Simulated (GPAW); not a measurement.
# linear Mo chain, spacing 3.025 A: cost and accuracy of the smearing, part 2 of 2

Wanted: the cheapest choice of the smearing that holds the magnetic results of linear Mo chain, spacing 3.025 A.

GPAW 26.7.0; PBE; plane waves with GPAW's PAW setups, scalar-relativistic.

So far, largest spin moment in the augmentation sphere (μB): step 2 (rung 1 (width 0.4 eV), start ferro +) 2.91; step 4 (rung 2 (width 0.2 eV), start ferro +) 3.44; step 5 (rung 2 (width 0.2 eV), start antiferro q=(0,0,1/2) +-) 3.49; step 6 (rung 3 (width 0.1 eV), start ferro +) 3.51; step 7 (rung 3 (width 0.1 eV), start antiferro q=(0,0,1/2) +-) 3.53.

## Step 8: Rung 4 (width 0.05 eV), start ferro +

order1.py reads:

```python
import json
import numpy as np
from ase import Atoms
from ase.parallel import paropen, parprint
from gpaw import GPAW

atoms = Atoms(['Mo'],
    cell=[[12.0, 0.0, 0.0],
         [0.0, 12.0, 0.0],
         [0.0, 0.0, 3.025]],
    scaled_positions=[[0.5, 0.5, 0.0]],
    pbc=True,
    magmoms=[1.0])
atoms.calc = GPAW(mode={'name': 'pw', 'ecut': 550},
    xc='PBE',
    kpts={'size': (1, 1, 10), 'gamma': True},
    occupations={'name': 'fermi-dirac', 'width': 0.05},
    convergence={'density': 1e-05, 'energy': 1e-05},
    maxiter=200,
    symmetry={'tolerance': 1e-4},
    txt='order1.txt')
e = atoms.get_potential_energy(force_consistent=True)
res = {'free_energy': e, 'energy_sigma0': atoms.get_potential_energy(), 'fermi_energy': atoms.calc.get_fermi_level()}
res['moments'] = atoms.get_magnetic_moments().tolist()
res['total'] = atoms.get_magnetic_moment()
parprint('site moments (muB):', np.round(res['moments'], 3))
parprint(f"total moment: {res['total']:.3f} muB")
parprint(f'free energy: {e:.6f} eV')
atoms.calc.write('order1.gpw')
with paropen('results.json', 'w') as f:
    json.dump(res, f)
```

Launch:

```bash
$ OMP_NUM_THREADS=1 python3 order1.py > order1.log
```

What it wrote:

```text
site moments (muB): [3.505]
total moment: 5.000 muB
free energy: -5.726063 eV

--- order1.txt ---
Input parameters:
  mode=PW(ecut=550),
  convergence={'density': 1e-05, 'energy': 1e-05},
  kpts=MonkhorstPack(size=(1, 1, 10), gamma=True),
  maxiter=200,
  occupations=Occupations(name='fermi-dirac', width=0.05),
  symmetry=Symmetry(tolerance=0.0001),
  xc=XC(name='PBE')

Diagonalizing LCAO Hamiltonian
[...]
|          3 |       -38.796 |     1.000 |       -36.326 |     1.000 |
|          4 |        -6.540 |     1.000 |        -4.800 |     1.000 |
[...]
|          9 |        -3.032 |     0.020 |        -0.399 |     0.000 |
|         10 |        -1.818 |     0.000 |        -0.048 |     0.000 |
|         11 |        -1.818 |     0.000 |        -0.048 |     0.000 |
|         12 |         0.217 |     0.000 |         0.634 |     0.000 |

No gap
No difference between direct/indirect transitions


[key lines of the parts left out:]
Free energy:      -5.726063
Converged in 16 steps
dipole moment: (0.000001, 0.000001, -11.121631)  # |e|*Ang
Fermi level: -3.227
```

Elapsed: 25 s, on 1 MPI rank of AMD EPYC 9R45, shared host; peak memory 0.4 GiB.

This step gave:

- magnetization: 5.000 μB
- final state: ferromagnetic
- largest moment: 3.505 μB

The largest moment is that of rung 3, at 1.1 times its CPU time.

## Step 9: Rung 4 (width 0.05 eV), start antiferro q=(0,0,1/2) +-

order2.py reads:

```python
import json
import numpy as np
from ase import Atoms
from ase.parallel import paropen, parprint
from gpaw import GPAW

atoms = Atoms(['Mo', 'Mo'],
    cell=[[12.0, 0.0, 0.0],
         [0.0, 12.0, 0.0],
         [0.0, 0.0, 6.05]],
    scaled_positions=[[0.5, 0.5, 0.0],
         [0.5, 0.5, 0.5]],
    pbc=True,
    magmoms=[1.0, -1.0])
atoms.calc = GPAW(mode={'name': 'pw', 'ecut': 550},
    xc='PBE',
    kpts={'size': (1, 1, 5), 'gamma': True},
    occupations={'name': 'fermi-dirac', 'width': 0.05},
    convergence={'density': 1e-05, 'energy': 1e-05},
    maxiter=200,
    symmetry={'tolerance': 1e-4},
    txt='order2.txt')
e = atoms.get_potential_energy(force_consistent=True)
res = {'free_energy': e, 'energy_sigma0': atoms.get_potential_energy(), 'fermi_energy': atoms.calc.get_fermi_level()}
res['moments'] = atoms.get_magnetic_moments().tolist()
res['total'] = atoms.get_magnetic_moment()
parprint('site moments (muB):', np.round(res['moments'], 3))
parprint(f"total moment: {res['total']:.3f} muB")
parprint(f'free energy: {e:.6f} eV')
atoms.calc.write('order2.gpw')
with paropen('results.json', 'w') as f:
    json.dump(res, f)
```

Launch:

```bash
$ OMP_NUM_THREADS=1 python3 order2.py > order2.log
```

What it wrote:

```text
site moments (muB): [ 3.527 -3.527]
total moment: -0.000 muB
free energy: -12.383509 eV

--- order2.txt ---
Input parameters:
  mode=PW(ecut=550),
  convergence={'density': 1e-05, 'energy': 1e-05},
  kpts=MonkhorstPack(size=(1, 1, 5), gamma=True),
  maxiter=200,
  occupations=Occupations(name='fermi-dirac', width=0.05),
  symmetry=Symmetry(tolerance=0.0001),
  xc=XC(name='PBE')

Diagonalizing LCAO Hamiltonian
[...]
|         17 |        -1.134 |     0.000 |        -1.134 |     0.000 |
|         18 |        -1.132 |     0.000 |        -1.132 |     0.000 |
|         19 |        -0.851 |     0.000 |        -0.851 |     0.000 |
|         20 |        -0.851 |     0.000 |        -0.851 |     0.000 |

Gap: 1.181 eV
Transition (v -> c):
  (s=0, k=2, n=13, [0.00, 0.00, 0.40]) -> (s=0, k=2, n=14, [0.00, 0.00, 0.40])
No difference between direct/indirect transitions


[key lines of the parts left out:]
Free energy:     -12.383509
Converged in 13 steps
dipole moment: (0.000003, 0.000003, -22.216423)  # |e|*Ang
Fermi level: -3.521
```

It took 37 s on 1 MPI rank; peak memory 0.65 GiB.

Numbers from this step:

```
magnetization  : 0 μB
final state    : antiferromagnetic
largest moment : 3.527 μB
```

This start lies -465.7 meV a seeded atom from the first, a change of -6.5 meV since rung 3; its largest moment is 3.53 μB.

## Step 10: Rung 5 (width 0.02 eV), start ferro +

order1.py is the script of step 8 with these lines changed:

```diff
@@ -16,3 +16,3 @@
     kpts={'size': (1, 1, 10), 'gamma': True},
-    occupations={'name': 'fermi-dirac', 'width': 0.05},
+    occupations={'name': 'fermi-dirac', 'width': 0.02},
     convergence={'density': 1e-05, 'energy': 1e-05},
```

Launch:

```bash
$ OMP_NUM_THREADS=1 python3 order1.py > order1.log
```

What it wrote:

```text
site moments (muB): [3.505]
total moment: 5.000 muB
free energy: -5.725662 eV

--- order1.txt ---
Input parameters:
  mode=PW(ecut=550),
  convergence={'density': 1e-05, 'energy': 1e-05},
  kpts=MonkhorstPack(size=(1, 1, 10), gamma=True),
  maxiter=200,
  occupations=Occupations(name='fermi-dirac', width=0.02),
  symmetry=Symmetry(tolerance=0.0001),
  xc=XC(name='PBE')

Diagonalizing LCAO Hamiltonian
[...]
|          3 |       -38.797 |     1.000 |       -36.328 |     1.000 |
|          4 |        -6.541 |     1.000 |        -4.801 |     1.000 |
[...]
|          9 |        -3.034 |     0.000 |        -0.399 |     0.000 |
|         10 |        -1.818 |     0.000 |        -0.050 |     0.000 |
|         11 |        -1.818 |     0.000 |        -0.050 |     0.000 |
|         12 |         0.217 |     0.000 |         0.634 |     0.000 |

No gap
No difference between direct/indirect transitions


[key lines of the parts left out:]
Free energy:      -5.725662
Converged in 17 steps
dipole moment: (0.000001, 0.000001, -11.121763)  # |e|*Ang
Fermi level: -3.241
```

Run time: 26 s. Hardware: 1 MPI rank; peak memory 0.4 GiB.

Numbers from this step:

| Property | Result |
| --- | --- |
| magnetization | 5 μB |
| final state | ferromagnetic |
| largest moment | 3.505 μB |

The largest moment is that of rung 4, at 1.0 times its CPU time.

## Step 11: Rung 5 (width 0.02 eV), start antiferro q=(0,0,1/2) +-

order2.py is the script of step 9 with these lines changed:

```diff
@@ -17,3 +17,3 @@
     kpts={'size': (1, 1, 5), 'gamma': True},
-    occupations={'name': 'fermi-dirac', 'width': 0.05},
+    occupations={'name': 'fermi-dirac', 'width': 0.02},
     convergence={'density': 1e-05, 'energy': 1e-05},
```

Launch:

```bash
$ OMP_NUM_THREADS=1 python3 order2.py > order2.log
```

What it wrote:

```text
site moments (muB): [ 3.527 -3.527]
total moment: -0.000 muB
free energy: -12.383508 eV

--- order2.txt ---
Input parameters:
  mode=PW(ecut=550),
  convergence={'density': 1e-05, 'energy': 1e-05},
  kpts=MonkhorstPack(size=(1, 1, 5), gamma=True),
  maxiter=200,
  occupations=Occupations(name='fermi-dirac', width=0.02),
  symmetry=Symmetry(tolerance=0.0001),
  xc=XC(name='PBE')

Diagonalizing LCAO Hamiltonian
[...]
|         17 |        -1.134 |     0.000 |        -1.134 |     0.000 |
|         18 |        -1.132 |     0.000 |        -1.132 |     0.000 |
|         19 |        -0.851 |     0.000 |        -0.851 |     0.000 |
|         20 |        -0.851 |     0.000 |        -0.851 |     0.000 |

Gap: 1.181 eV
Transition (v -> c):
  (s=0, k=2, n=13, [0.00, 0.00, 0.40]) -> (s=0, k=2, n=14, [0.00, 0.00, 0.40])
No difference between direct/indirect transitions


[key lines of the parts left out:]
Free energy:     -12.383508
Converged in 13 steps
dipole moment: (0.000003, 0.000003, -22.216416)  # |e|*Ang
Fermi level: -3.590
```

The job ended after 37 s (1 MPI rank; peak memory 0.65 GiB).

Read from the output:

- magnetization: 0 μB
- final state: antiferromagnetic
- largest moment: 3.527 μB

This start lies -466.1 meV a seeded atom from the first, a change of -0.4 meV since rung 4; its largest moment is 3.53 μB.

## Step 12: The rungs together

Ladder, by row:

| rung | smearing (eV) | state from the first start | state from the second start | second less first (meV a seeded atom) | moment, first (μB) | moment, second (μB) | CPU time (s) |
| --- | --- | --- | --- | --- | --- | --- | --- |
| 1 | 0.4 | ferromagnetic | antiferromagnetic | -290.7 | 2.914 | 3.24 | 108.1 |
| 2 | 0.2 | ferromagnetic | antiferromagnetic | -429 | 3.443 | 3.491 | 74.33 |
| 3 | 0.1 | ferromagnetic | antiferromagnetic | -459.2 | 3.508 | 3.526 | 62.14 |
| 4 | 0.05 | ferromagnetic | antiferromagnetic | -465.7 | 3.505 | 3.527 | 62.13 |
| 5 | 0.02 | ferromagnetic | antiferromagnetic | -466.1 | 3.505 | 3.527 | 63 |

## Step 13: Outcome

```
range of the moment in the table, second start           : 3.24 to 3.53 μB
range of CPU time                                        : 62 s to 1.8 min
range of the energy difference                           : -466 to -291 meV a seeded atom
first rung from which all stay within 23 meV of the last : 3
```

What this shows: From rung 3 on the result stays within 6.9 meV of the last rung, inside the margin of 23 meV set for it, at 99 % of the last rung's cost. The second start ends lower on every rung of the table; whether functional and cell give the true order is another question. The mesh stays the same, and a narrow smearing needs a finer one, so the last rung is no sure reference.

[Logs and program files are shortened in this print: banners, set-up blocks, solver, clock and traceback lines can be left out without a mark of their own.]

[Logs are printed without paths, hosts, clocks, repeated set-up lines and the standing remarks that a program may print on its own settings, such as how far it seeks lower states.]

[Hosts, paths, dates, database ids (printed as entryN), source tags and the programs' standing remarks are cut or masked in the printed files.]

[Where a cell is said to come from a database of computed structures, the database is the Materials Project.]
